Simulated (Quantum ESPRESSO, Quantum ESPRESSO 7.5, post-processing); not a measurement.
# Ca(111), 5 layers: vacuum convergence

Which setting serves for Ca(111), 5 layers? The runs below step through one kind of setting.

Calculated with Quantum ESPRESSO 7.5; plane-wave DFT, PBE, GBRV ultrasoft pseudopotentials.

This is a report of a sequence of runs, with most program output left out.

## (1) Starting point

The cell holds 5 atoms: 5 Ca. Its edges and angles: a = 3.946 Å, b = 3.946 Å, c = 36.886 Å, α = 90.0°, β = 90.0°, γ = 60.0°. It derives from Ca. Vacuum lies along c.

## (2) Self-consistent run: 24 Å of vacuum

The first run is the reference of the series.

File c0.in:

```
&control
  prefix = 'c0'
  outdir = './out'
  pseudo_dir = './pseudo'
  calculation = 'scf'
  tprnfor = .true.
/
&system
  ibrav = 0
  nat = 5
  ntyp = 1
  ecutwfc = 40
  ecutrho = 200
  occupations = 'smearing'
  smearing = 'mv'
  degauss = 0.02
/
&electrons
  conv_thr = 1e-07
  mixing_beta = 0.4
  electron_maxstep = 120
  mixing_mode = 'local-TF'
/
ATOMIC_SPECIES
  Ca  40.0780  ca_pbe_v1.uspp.F.UPF
CELL_PARAMETERS angstrom
  3.94565583902094 0.00000000000000 0.00000000000000
  1.97282791951047 3.41703819118253 0.00000000000000
  0.00000000000000 0.00000000000000 36.88645800831245
ATOMIC_POSITIONS crystal
  Ca  0.666666666700 0.666666666700 0.325322642724
  Ca  0.000000000000 0.000000000000 0.412661321362
  Ca  0.333333333300 0.333333333300 0.500000000000
  Ca  0.666666666700 0.666666666700 0.587338678638
  Ca  0.000000000000 0.000000000000 0.674677357276
K_POINTS automatic
  6 6 1 0 0 0
```

The run is started by

```
> OMP_NUM_THREADS=1 mpirun -n 4 pw.x -nk 2 -in c0.in > c0.out
```

Wall time 55 s (4 MPI ranks of AMD EPYC 7R43, shared host); peak memory 0.91 GiB.

Numbers from this step:

| Item | Value |
| --- | --- |
| free energy | -5096.2337 eV |
| Fermi energy | 0.5136 eV |

The program's own clock; routines nest. Time by routine:

```tsv
routine	wall time (s)	calls
PWSCF	54.37	1
electrons	50.91	1
c_bands	27.21	18
cegterg	23.33	72
h_psi	18.23	356
fftw	16.82	12222
vloc_psi	15.22	356
sum_band	9.64	18
mix_rho	6.75	18
newd	5.29	19
ffts	3.84	1732
init_run	2.42	1
calbec	2.31	444
v_of_rho	2.13	19
```

The run needed 18 iterations to bring the estimated error under 1e-07 Ry; the largest force on any atom, held or free, is 0.07 eV/Å.

## (3) Potential by pp.x

The vacuum level is read from the electrostatic potential (plot_num = 11), averaged over planes.

File c0.pot.in:

```
&inputpp
  prefix = 'c0'
  outdir = './out'
  filplot = 'c0.pot.dat'
  plot_num = 11
/
```

The run is started by

```
> OMP_NUM_THREADS=1 mpirun -n 4 pp.x -in c0.pot.in > c0.pot.out
```

Run time: 2.9 s. Hardware: 4 MPI ranks; peak memory 0.4 GiB; 10 s of CPU time.

This step gave:

```
potential in the middle of the vacuum, over the Fermi level : 2.989 eV
```

Electrostatic potential energy of an electron; zero at the Fermi level. The potential energy, planar mean by z:

z (Å), potential energy, planar mean (eV) and a bar from the least value:
```
        0        3.0 ##############################
        1        3.0 ##############################
        2        3.0 ##############################
        3        3.0 ##############################
        4        3.0 ##############################
        5        3.0 ##############################
        6        3.0 ##############################
        7        3.0 ##############################
        8        3.0 ##############################
        9        2.9 ##############################
       10        2.3 #############################
       11       -0.8 ######################
       12      -11.5 
       13       -0.2 ########################
       14        0.9 ##########################
       15      -10.0 ###
       16       -1.9 ####################
       17        1.6 ###########################
       18       -6.8 ##########
       19       -4.9 ##############
       20        1.7 ###########################
       21       -3.3 #################
       22       -8.5 ######
       23        1.3 ##########################
       24       -1.0 ######################
       25      -11.2 #
       26       -0.1 ########################
       27        2.4 #############################
       28        2.9 ##############################
       29        3.0 ##############################
       30        3.0 ##############################
       31        3.0 ##############################
       32        3.0 ##############################
       33        3.0 ##############################
       34        3.0 ##############################
       35        3.0 ##############################
       36        3.0 ##############################
```

Inside the slab this potential holds the local part of the pseudopotentials, which can be repulsive at the nuclei; only its value in the vacuum has a meaning of its own.

## (4) Self-consistent run: 18 Å of vacuum

File c2.in:

```
&control
  prefix = 'c2'
  outdir = './out'
  pseudo_dir = './pseudo'
  calculation = 'scf'
  tprnfor = .true.
/
&system
  ibrav = 0
  nat = 5
  ntyp = 1
  ecutwfc = 40
  ecutrho = 200
  occupations = 'smearing'
  smearing = 'mv'
  degauss = 0.02
/
&electrons
  conv_thr = 1e-07
  mixing_beta = 0.4
  electron_maxstep = 120
  mixing_mode = 'local-TF'
/
ATOMIC_SPECIES
  Ca  40.0780  ca_pbe_v1.uspp.F.UPF
CELL_PARAMETERS angstrom
  3.94565583902094 0.00000000000000 0.00000000000000
  1.97282791951047 3.41703819118253 0.00000000000000
  0.00000000000000 0.00000000000000 30.88645800831245
ATOMIC_POSITIONS crystal
  Ca  0.666666666700 0.666666666700 0.291389838148
  Ca  0.000000000000 0.000000000000 0.395694919074
  Ca  0.333333333300 0.333333333300 0.500000000000
  Ca  0.666666666700 0.666666666700 0.604305080926
  Ca  0.000000000000 0.000000000000 0.708610161852
K_POINTS automatic
  6 6 1 0 0 0
```

The run is started by

```
> OMP_NUM_THREADS=1 mpirun -n 4 pw.x -nk 2 -in c2.in > c2.out
```

Wall time 47 s (4 MPI ranks); peak memory 0.81 GiB; 3.1 min of CPU time.

This step gave:

| Property | Result |
| --- | --- |
| Fermi energy | 1.194 eV |

The program's own clock; routines nest. Time by routine:

```tsv
routine	wall time (s)	calls
PWSCF	46.06	1
electrons	42.97	1
c_bands	23.25	17
cegterg	19.6	68
h_psi	15.49	336
fftw	14.53	11690
vloc_psi	13.13	336
sum_band	7.97	17
mix_rho	5.59	17
newd	4.58	18
ffts	3.51	1601
init_run	2.32	1
calbec	1.87	420
v_of_rho	1.84	18
```

## (5) Electrostatic potential

File c2.pot.in:

```
&inputpp
  prefix = 'c2'
  outdir = './out'
  filplot = 'c2.pot.dat'
  plot_num = 11
/
```

The run is started by

```
> OMP_NUM_THREADS=1 mpirun -n 4 pp.x -in c2.pot.in > c2.pot.out
```

The job ended after 2.6 s (4 MPI ranks; peak memory 0.23 GiB; 8.8 s of CPU time).

This step gave:

| Item | Value |
| --- | --- |
| potential in the middle of the vacuum, over the Fermi level | 2.990 eV |

Counted from each run's own zero (the Fermi level), the vacuum level differs from the first run's by +1 meV.

## (6) Ground state: 14 Å of vacuum

File c4.in:

```
&control
  prefix = 'c4'
  outdir = './out'
  pseudo_dir = './pseudo'
  calculation = 'scf'
  tprnfor = .true.
/
&system
  ibrav = 0
  nat = 5
  ntyp = 1
  ecutwfc = 40
  ecutrho = 200
  occupations = 'smearing'
  smearing = 'mv'
  degauss = 0.02
/
&electrons
  conv_thr = 1e-07
  mixing_beta = 0.4
  electron_maxstep = 120
  mixing_mode = 'local-TF'
/
ATOMIC_SPECIES
  Ca  40.0780  ca_pbe_v1.uspp.F.UPF
CELL_PARAMETERS angstrom
  3.94565583902094 0.00000000000000 0.00000000000000
  1.97282791951047 3.41703819118253 0.00000000000000
  0.00000000000000 0.00000000000000 26.88645800831245
ATOMIC_POSITIONS crystal
  Ca  0.666666666700 0.666666666700 0.260354115735
  Ca  0.000000000000 0.000000000000 0.380177057867
  Ca  0.333333333300 0.333333333300 0.500000000000
  Ca  0.666666666700 0.666666666700 0.619822942133
  Ca  0.000000000000 0.000000000000 0.739645884265
K_POINTS automatic
  6 6 1 0 0 0
```

The run is started by

```
> OMP_NUM_THREADS=1 mpirun -n 4 pw.x -nk 2 -in c4.in > c4.out
```

It took 36 s on 4 MPI ranks; peak memory 0.58 GiB.

Read from the output:

- Fermi energy: 1.817 eV

The program's own clock; routines nest. Time by routine:

```tsv
routine	wall time (s)	calls
PWSCF	34.7	1
electrons	31.58	1
c_bands	17.8	15
cegterg	15.52	60
h_psi	12.55	331
fftw	11.91	10474
vloc_psi	10.75	331
sum_band	5.96	15
newd	3.36	16
mix_rho	3.18	15
init_run	2.48	1
ffts	2.07	1091
v_of_rho	1.5	16
calbec	1.43	407
```

## (7) Potential by pp.x

File c4.pot.in:

```
&inputpp
  prefix = 'c4'
  outdir = './out'
  filplot = 'c4.pot.dat'
  plot_num = 11
/
```

The run is started by

```
> OMP_NUM_THREADS=1 mpirun -n 4 pp.x -in c4.pot.in > c4.pot.out
```

It took 2.2 s on 4 MPI ranks; peak memory 0.23 GiB.

This step gave:

- potential in the middle of the vacuum, over the Fermi level: 2.992 eV

Counted from each run's own zero (the Fermi level), the vacuum level differs from the first run's by +3 meV.

## (8) SCF with pw.x: 12 Å of vacuum

File c6.in:

```
&control
  prefix = 'c6'
  outdir = './out'
  pseudo_dir = './pseudo'
  calculation = 'scf'
  tprnfor = .true.
/
&system
  ibrav = 0
  nat = 5
  ntyp = 1
  ecutwfc = 40
  ecutrho = 200
  occupations = 'smearing'
  smearing = 'mv'
  degauss = 0.02
/
&electrons
  conv_thr = 1e-07
  mixing_beta = 0.4
  electron_maxstep = 120
  mixing_mode = 'local-TF'
/
ATOMIC_SPECIES
  Ca  40.0780  ca_pbe_v1.uspp.F.UPF
CELL_PARAMETERS angstrom
  3.94565583902094 0.00000000000000 0.00000000000000
  1.97282791951047 3.41703819118253 0.00000000000000
  0.00000000000000 0.00000000000000 24.88645800831245
ATOMIC_POSITIONS crystal
  Ca  0.666666666700 0.666666666700 0.241094976151
  Ca  0.000000000000 0.000000000000 0.370547488076
  Ca  0.333333333300 0.333333333300 0.500000000000
  Ca  0.666666666700 0.666666666700 0.629452511924
  Ca  0.000000000000 0.000000000000 0.758905023849
K_POINTS automatic
  6 6 1 0 0 0
```

The run is started by

```
> OMP_NUM_THREADS=1 mpirun -n 4 pw.x -nk 2 -in c6.in > c6.out
```

Elapsed: 38 s, on 4 MPI ranks; peak memory 0.54 GiB.

Numbers from this step:

| Property | Result |
| --- | --- |
| free energy | -5096.2335 eV |
| Fermi energy | 2.205 eV |

The program's own clock; routines nest. Time by routine:

```tsv
routine	wall time (s)	calls
PWSCF	37.29	1
electrons	34.46	1
c_bands	19.74	15
cegterg	17.31	60
h_psi	13.49	316
fftw	12.94	10464
vloc_psi	11.55	316
sum_band	6.63	15
newd	3.58	16
mix_rho	3.05	15
init_run	2.08	1
ffts	2	931
calbec	1.71	392
v_of_rho	1.61	16
```

## (9) Potential by pp.x

File c6.pot.in:

```
&inputpp
  prefix = 'c6'
  outdir = './out'
  filplot = 'c6.pot.dat'
  plot_num = 11
/
```

The run is started by

```
> OMP_NUM_THREADS=1 mpirun -n 4 pp.x -in c6.pot.in > c6.pot.out
```

The job ended after 2.5 s (4 MPI ranks; peak memory 0.38 GiB).

This step gave:

| Quantity | Value |
| --- | --- |
| potential in the middle of the vacuum, over the Fermi level | 2.987 eV |

Counted from each run's own zero (the Fermi level), the vacuum level differs from the first run's by -2 meV.

## (10) SCF with pw.x: 10 Å of vacuum

File c8.in:

```
&control
  prefix = 'c8'
  outdir = './out'
  pseudo_dir = './pseudo'
  calculation = 'scf'
  tprnfor = .true.
/
&system
  ibrav = 0
  nat = 5
  ntyp = 1
  ecutwfc = 40
  ecutrho = 200
  occupations = 'smearing'
  smearing = 'mv'
  degauss = 0.02
/
&electrons
  conv_thr = 1e-07
  mixing_beta = 0.4
  electron_maxstep = 120
  mixing_mode = 'local-TF'
/
ATOMIC_SPECIES
  Ca  40.0780  ca_pbe_v1.uspp.F.UPF
CELL_PARAMETERS angstrom
  3.94565583902094 0.00000000000000 0.00000000000000
  1.97282791951047 3.41703819118253 0.00000000000000
  0.00000000000000 0.00000000000000 22.88645800831245
ATOMIC_POSITIONS crystal
  Ca  0.666666666700 0.666666666700 0.218469804204
  Ca  0.000000000000 0.000000000000 0.359234902102
  Ca  0.333333333300 0.333333333300 0.500000000000
  Ca  0.666666666700 0.666666666700 0.640765097898
  Ca  0.000000000000 0.000000000000 0.781530195796
K_POINTS automatic
  6 6 1 0 0 0
```

The run is started by

```
> OMP_NUM_THREADS=1 mpirun -n 4 pw.x -nk 2 -in c8.in > c8.out
```

Elapsed: 34 s, on 4 MPI ranks; peak memory 0.48 GiB; 2.3 min of CPU time.

This step gave:

| Item | Value |
| --- | --- |
| free energy | -5096.2333 eV |
| Fermi energy | 2.662 eV |

The program's own clock; routines nest. Time by routine:

```tsv
routine	wall time (s)	calls
PWSCF	33.47	1
electrons	30.54	1
c_bands	18.05	15
cegterg	14.02	60
h_psi	11.17	317
fftw	10.76	10432
vloc_psi	9.59	317
sum_band	5.82	15
newd	3.47	16
init_run	2.21	1
mix_rho	2.14	15
ffts	1.52	767
calbec	1.36	393
v_of_rho	1.32	16
```

## (11) Potential by pp.x

File c8.pot.in:

```
&inputpp
  prefix = 'c8'
  outdir = './out'
  filplot = 'c8.pot.dat'
  plot_num = 11
/
```

The run is started by

```
> OMP_NUM_THREADS=1 mpirun -n 4 pp.x -in c8.pot.in > c8.pot.out
```

Run time: 2.5 s. Hardware: 4 MPI ranks; peak memory 0.44 GiB.

Numbers from this step:

- potential in the middle of the vacuum, over the Fermi level: 2.975 eV

Counted from each run's own zero (the Fermi level), the vacuum level differs from the first run's by -14 meV.

## (12) SCF with pw.x: 8 Å of vacuum

File c10.in:

```
&control
  prefix = 'c10'
  outdir = './out'
  pseudo_dir = './pseudo'
  calculation = 'scf'
  tprnfor = .true.
/
&system
  ibrav = 0
  nat = 5
  ntyp = 1
  ecutwfc = 40
  ecutrho = 200
  occupations = 'smearing'
  smearing = 'mv'
  degauss = 0.02
/
&electrons
  conv_thr = 1e-07
  mixing_beta = 0.4
  electron_maxstep = 120
  mixing_mode = 'local-TF'
/
ATOMIC_SPECIES
  Ca  40.0780  ca_pbe_v1.uspp.F.UPF
CELL_PARAMETERS angstrom
  3.94565583902094 0.00000000000000 0.00000000000000
  1.97282791951047 3.41703819118253 0.00000000000000
  0.00000000000000 0.00000000000000 20.88645800831245
ATOMIC_POSITIONS crystal
  Ca  0.666666666700 0.666666666700 0.191511648285
  Ca  0.000000000000 0.000000000000 0.345755824142
  Ca  0.333333333300 0.333333333300 0.500000000000
  Ca  0.666666666700 0.666666666700 0.654244175858
  Ca  0.000000000000 0.000000000000 0.808488351715
K_POINTS automatic
  6 6 1 0 0 0
```

The run is started by

```
> OMP_NUM_THREADS=1 mpirun -n 4 pw.x -nk 2 -in c10.in > c10.out
```

The job ended after 17 s (4 MPI ranks; peak memory 0.58 GiB; 68 s of CPU time).

Numbers from this step:

```
free energy  : -5096.2379 eV
Fermi energy : 3.206 eV
```

The program's own clock; routines nest. Time by routine:

```tsv
routine	wall time (s)	calls
PWSCF	16.5	1
electrons	14.55	1
c_bands	8.58	14
cegterg	7.21	56
h_psi	5.51	321
fftw	4.85	9900
vloc_psi	4.51	321
sum_band	2.84	14
newd	1.73	15
init_run	1.53	1
mix_rho	0.82	14
fft	0.74	204
calbec	0.73	393
ffts	0.71	530
```

## (13) Potential by pp.x

File c10.pot.in:

```
&inputpp
  prefix = 'c10'
  outdir = './out'
  filplot = 'c10.pot.dat'
  plot_num = 11
/
```

The run is started by

```
> OMP_NUM_THREADS=1 mpirun -n 4 pp.x -in c10.pot.in > c10.pot.out
```

Run time: 2.4 s. Hardware: 4 MPI ranks; peak memory 0.25 GiB; 8 s of CPU time.

Numbers from this step:

* potential in the middle of the vacuum, over the Fermi level: 2.964 eV

Counted from each run's own zero (the Fermi level), the vacuum level differs from the first run's by -25 meV.

## (14) The series side by side

All levels:

```tsv
level	vacuum level over the Fermi level (eV)	its change from the first (meV)	energy from the first (meV an atom)	SCF iterations	wall time (s)	peak memory (GiB)	CPU time (s)
24 Å of vacuum	2.989	0	0	18	55.43	0.91	219.9
18 Å of vacuum	2.99	1.164	4.35e-4	17	47.02	0.81	186.6
14 Å of vacuum	2.992	3.139	0.00947	15	35.63	0.58	141.1
12 Å of vacuum	2.987	-1.777	0.04229	15	38.23	0.54	151.5
10 Å of vacuum	2.975	-14.15	0.08093	15	34.44	0.48	136.2
8 Å of vacuum	2.964	-25.28	-0.831	14	17.45	0.58	68.3
```

## (15) Outcome

- vacuum level over the Fermi level, 24 Å of vacuum: 2.989 eV
- cheapest step of the main series that, with all steps before it, keeps the vacuum level within 20 meV of the first: 10 Å of vacuum: -14 meV, 2.3 min of CPU time against 3.7 min
- setting with the largest shift of the level: 8 Å of vacuum: -25 meV

In words: The cheapest step of the main series that, with all steps before it, keeps the vacuum level within 20 meV of the first is 10 Å of vacuum: -14 meV, 2.3 min of CPU time against 3.7 min. Over the series the energy moves by up to 0.831 meV an atom and the vacuum level by up to 25 meV. The level is read in the middle of the vacuum, where a short gap still holds the tails of both faces. The times come from a shared host and are rough. Peak memory is sampled during the run and can miss the peak. The geometry is as built, not relaxed.

[Logs are printed without paths, hosts, clocks, repeated set-up lines and the standing remarks that a program may print on its own settings, such as how far it seeks lower states.]

[Hosts, paths, dates, database ids (printed as entryN), source tags and the programs' standing remarks are cut or masked in the printed files.]

[Maps of the electrostatic potential energy from Ansatz leave out the sawtooth potential of an applied field or a dipole correction, so their vacuum need not be flat; planar profiles and work functions include it.]
